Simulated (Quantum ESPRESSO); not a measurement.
# FeClO: parallel and opposed starts, part 3 of 3

Wanted: the moments of FeClO and the energy of each order that was tried.

Quantum ESPRESSO 7.5; LDA with U = 4.5 eV on Fe d (ortho-atomic projectors); plane waves with GBRV 1.5 LDA potentials, no spin-orbit coupling.

So far, absolute magnetization (μB): step 2 (start 1: ferro ++) 10.0; step 3 (start 2: antiferro +−) 9.13; step 5 (the lowest state again, with its states saved) 9.13.

**6. Projections on atomic orbitals**

Level of this step: LDA with U = 4.5 eV on Fe d (ortho-atomic projectors); plane waves with GBRV 1.5 LDA potentials, no spin-orbit coupling, projections on orthogonalised atomic orbitals (Quantum ESPRESSO).

projwfc.x projects the saved states on orthogonalised atomic orbitals of the pseudopotential files.

Output:

```text
[banner, memory and clock lines left out]
Program PROJWFC v.7.5 starts

     [... lines left out ...]
     IMPORTANT: XC functional enforced from input :
     Exchange-correlation= PZ
                           (   1   1   0   0   0   0   0)
     Any further DFT definition will be discarded
     Please, verify this is what you really want

     G-vector sticks info

     Check: negative core charge=   -0.000025

     negative rho (up, down):  1.386E-02 1.386E-02

     Gaussian broadening (read from input): ngauss,degauss=   0    0.010000

     Calling projwave ....

  Problem Sizes
  natomwfc =           42
  nbnd     =           43
  nkstot   =          128
  npwx     =         2882
  nkb      =           98

     Atomic states used for projection
     (read from pseudopotential files):

     state #   1: atom   1 (Fe1), wfc  1 (l=0 m= 1)
     state #   2: atom   1 (Fe1), wfc  2 (l=1 m= 1)
     state #   3: atom   1 (Fe1), wfc  2 (l=1 m= 2)
     state #   4: atom   1 (Fe1), wfc  2 (l=1 m= 3)
     state #   5: atom   1 (Fe1), wfc  3 (l=2 m= 1)
     state #   6: atom   1 (Fe1), wfc  3 (l=2 m= 2)
     state #   7: atom   1 (Fe1), wfc  3 (l=2 m= 3)
     state #   8: atom   1 (Fe1), wfc  3 (l=2 m= 4)
     state #   9: atom   1 (Fe1), wfc  3 (l=2 m= 5)
     state #  10: atom   1 (Fe1), wfc  4 (l=0 m= 1)
     state #  11: atom   1 (Fe1), wfc  5 (l=1 m= 1)
     state #  12: atom   1 (Fe1), wfc  5 (l=1 m= 2)
     state #  13: atom   1 (Fe1), wfc  5 (l=1 m= 3)
     state #  14: atom   2 (Fe2), wfc  1 (l=0 m= 1)
     state #  15: atom   2 (Fe2), wfc  2 (l=1 m= 1)
     state #  16: atom   2 (Fe2), wfc  2 (l=1 m= 2)
     state #  17: atom   2 (Fe2), wfc  2 (l=1 m= 3)
     state #  18: atom   2 (Fe2), wfc  3 (l=2 m= 1)
     state #  19: atom   2 (Fe2), wfc  3 (l=2 m= 2)
     state #  20: atom   2 (Fe2), wfc  3 (l=2 m= 3)
     state #  21: atom   2 (Fe2), wfc  3 (l=2 m= 4)
     state #  22: atom   2 (Fe2), wfc  3 (l=2 m= 5)
     state #  23: atom   2 (Fe2), wfc  4 (l=0 m= 1)
     state #  24: atom   2 (Fe2), wfc  5 (l=1 m= 1)
     state #  25: atom   2 (Fe2), wfc  5 (l=1 m= 2)
     state #  26: atom   2 (Fe2), wfc  5 (l=1 m= 3)
     state #  27: atom   3 (Cl ), wfc  1 (l=0 m= 1)
     state #  28: atom   3 (Cl ), wfc  2 (l=1 m= 1)
     state #  29: atom   3 (Cl ), wfc  2 (l=1 m= 2)
     state #  30: atom   3 (Cl ), wfc  2 (l=1 m= 3)
     state #  31: atom   4 (Cl ), wfc  1 (l=0 m= 1)
     state #  32: atom   4 (Cl ), wfc  2 (l=1 m= 1)
     state #  33: atom   4 (Cl ), wfc  2 (l=1 m= 2)
     state #  34: atom   4 (Cl ), wfc  2 (l=1 m= 3)
     state #  35: atom   5 (O  ), wfc  1 (l=0 m= 1)
     state #  36: atom   5 (O  ), wfc  2 (l=1 m= 1)
     state #  37: atom   5 (O  ), wfc  2 (l=1 m= 2)
     state #  38: atom   5 (O  ), wfc  2 (l=1 m= 3)
     state #  39: atom   6 (O  ), wfc  1 (l=0 m= 1)
     state #  40: atom   6 (O  ), wfc  2 (l=1 m= 1)
     state #  41: atom   6 (O  ), wfc  2 (l=1 m= 2)
     state #  42: atom   6 (O  ), wfc  2 (l=1 m= 3)

 [... projections of the bands left out ...]

Lowdin Charges:

     Atom #   1: total charge =  15.4367, s =  2.4908, p =  7.1963, d =  5.7495,
                 spin up      =   9.8466, s =  1.2582,
                 spin up      =   9.8466, p =  3.6146, pz=  1.2083, px=  1.2037, py=  1.2026,
                 spin up      =   9.8466, d =  4.9737, dz2=  0.9956, dxz=  0.9939, dyz=  0.9941, dx2-y2=  0.9939, dxy=  0.9963,
                 spin down    =   5.5901, s =  1.2326,
                 spin down    =   5.5901, p =  3.5817, pz=  1.1944, px=  1.1986, py=  1.1888,
                 spin down    =   5.5901, d =  0.7758, dz2=  0.0997, dxz=  0.2785, dyz=  0.0940, dx2-y2=  0.2170, dxy=  0.0866,
                 polarization =   4.2565, s =  0.0256, p =  0.0329, d =  4.1980,
     Atom #   2: total charge =  15.4367, s =  2.4908, p =  7.1963, d =  5.7495,
                 spin up      =   5.5901, s =  1.2326,
                 spin up      =   5.5901, p =  3.5817, pz=  1.1944, px=  1.1986, py=  1.1888,
                 spin up      =   5.5901, d =  0.7758, dz2=  0.0997, dxz=  0.2785, dyz=  0.0940, dx2-y2=  0.2170, dxy=  0.0866,
                 spin down    =   9.8466, s =  1.2582,
                 spin down    =   9.8466, p =  3.6146, pz=  1.2083, px=  1.2037, py=  1.2026,
                 spin down    =   9.8466, d =  4.9737, dz2=  0.9956, dxz=  0.9939, dyz=  0.9941, dx2-y2=  0.9939, dxy=  0.9963,
                 polarization =  -4.2565, s = -0.0256, p = -0.0329, d = -4.1980,
     Atom #   3: total charge =   7.0337, s =  1.8073, p =  5.2264, d =  0.0000,
                 spin up      =   3.6336, s =  0.9067,
                 spin up      =   3.6336, p =  2.7269, pz=  0.8951, px=  0.8670, py=  0.9648,
                 spin up      =   3.6336, d =  0.0000, dz2=  0.0000, dxz=  0.0000, dyz=  0.0000, dx2-y2=  0.0000, dxy=  0.0000,
                 spin down    =   3.4001, s =  0.9006,
                 spin down    =   3.4001, p =  2.4995, pz=  0.8142, px=  0.7723, py=  0.9130,
                 spin down    =   3.4001, d =  0.0000, dz2=  0.0000, dxz=  0.0000, dyz=  0.0000, dx2-y2=  0.0000, dxy=  0.0000,
                 polarization =   0.2336, s =  0.0061, p =  0.2275, d =  0.0000,
     Atom #   4: total charge =   7.0337, s =  1.8073, p =  5.2264, d =  0.0000,
                 spin up      =   3.4001, s =  0.9006,
                 spin up      =   3.4001, p =  2.4995, pz=  0.8142, px=  0.7723, py=  0.9130,
                 spin up      =   3.4001, d =  0.0000, dz2=  0.0000, dxz=  0.0000, dyz=  0.0000, dx2-y2=  0.0000, dxy=  0.0000,
                 spin down    =   3.6336, s =  0.9067,
                 spin down    =   3.6336, p =  2.7269, pz=  0.8951, px=  0.8670, py=  0.9648,
                 spin down    =   3.6336, d =  0.0000, dz2=  0.0000, dxz=  0.0000, dyz=  0.0000, dx2-y2=  0.0000, dxy=  0.0000,
                 polarization =  -0.2336, s = -0.0061, p = -0.2275, d =  0.0000,
     Atom #   5: total charge =   6.4579, s =  1.6457, p =  4.8122, d =  0.0000,
                 spin up      =   3.2226, s =  0.8211,
                 spin up      =   3.2226, p =  2.4015, pz=  0.8264, px=  0.8300, py=  0.7452,
                 spin up      =   3.2226, d =  0.0000, dz2=  0.0000, dxz=  0.0000, dyz=  0.0000, dx2-y2=  0.0000, dxy=  0.0000,
                 spin down    =   3.2353, s =  0.8245,
                 spin down    =   3.2353, p =  2.4107, pz=  0.7977, px=  0.7818, py=  0.8312,
                 spin down    =   3.2353, d =  0.0000, dz2=  0.0000, dxz=  0.0000, dyz=  0.0000, dx2-y2=  0.0000, dxy=  0.0000,
                 polarization =  -0.0127, s = -0.0034, p = -0.0093, d =  0.0000,
     Atom #   6: total charge =   6.4579, s =  1.6457, p =  4.8122, d =  0.0000,
                 spin up      =   3.2353, s =  0.8245,
                 spin up      =   3.2353, p =  2.4107, pz=  0.7977, px=  0.7818, py=  0.8312,
                 spin up      =   3.2353, d =  0.0000, dz2=  0.0000, dxz=  0.0000, dyz=  0.0000, dx2-y2=  0.0000, dxy=  0.0000,
                 spin down    =   3.2226, s =  0.8211,
                 spin down    =   3.2226, p =  2.4015, pz=  0.8264, px=  0.8300, py=  0.7452,
                 spin down    =   3.2226, d =  0.0000, dz2=  0.0000, dxz=  0.0000, dyz=  0.0000, dx2-y2=  0.0000, dxy=  0.0000,
                 polarization =   0.0127, s =  0.0034, p =  0.0093, d =  0.0000,
     Spilling Parameter:   0.0025
```

Run time: 3 s. Hardware: 4 MPI ranks of AMD EPYC 9R14 (Zen 4), shared host; peak memory 0.32 GiB; 12 s of CPU time.

| atom | moment in the sphere (μB) | Löwdin moment (μB) | Löwdin charge (e) |
| --- | --- | --- | --- |
| Fe1 | 3.858 | 4.256 | 15.437 |
| Fe2 | -3.858 | -4.256 | 15.437 |
| Cl3 | 0.179 | 0.234 | 7.034 |
| Cl4 | -0.179 | -0.234 | 7.034 |
| O5 | -0.014 | -0.013 | 6.458 |
| O6 | 0.014 | 0.013 | 6.458 |

**7. Occupations of the corrected shells in the lowest state**

Occupations of the Hubbard shells:

```csv
block,type,shell,spin,electrons,occupation numbers
1,Fe1,3d,up,4.974,0.993 0.994 0.994 0.996 0.996
1,Fe1,3d,down,0.7757,0.065 0.087 0.094 0.251 0.278
2,Fe2,3d,up,0.7757,0.065 0.087 0.094 0.251 0.278
2,Fe2,3d,down,4.974,0.993 0.994 0.994 0.996 0.996
```

**8. Results**

```yaml
lowest_state_found: antiferromagnetic (from antiferro +-)
largest_site_moment: 3.86 μB
next_state_with_moments: ferromagnetic, 46.2 meV a seeded atom higher
```

What this shows: The largest moment reads 3.86 μB in the sphere and 4.26 μB by Löwdin projection; a site moment hangs on how space is shared out. This is the lowest of 2 collinear or spinless starts, no proof of the ground state.

[Logs and program files are shortened in this print: banners, set-up blocks, solver, clock and traceback lines can be left out without a mark of their own.]

[Logs are printed without paths, hosts, clocks, repeated set-up lines and the standing remarks that a program may print on its own settings, such as how far it seeks lower states.]

[Hosts, paths, dates, database ids (printed as entryN), source tags and the programs' standing remarks are cut or masked in the printed files.]

[Where a cell is said to come from a database of computed structures, the database is the Materials Project.]
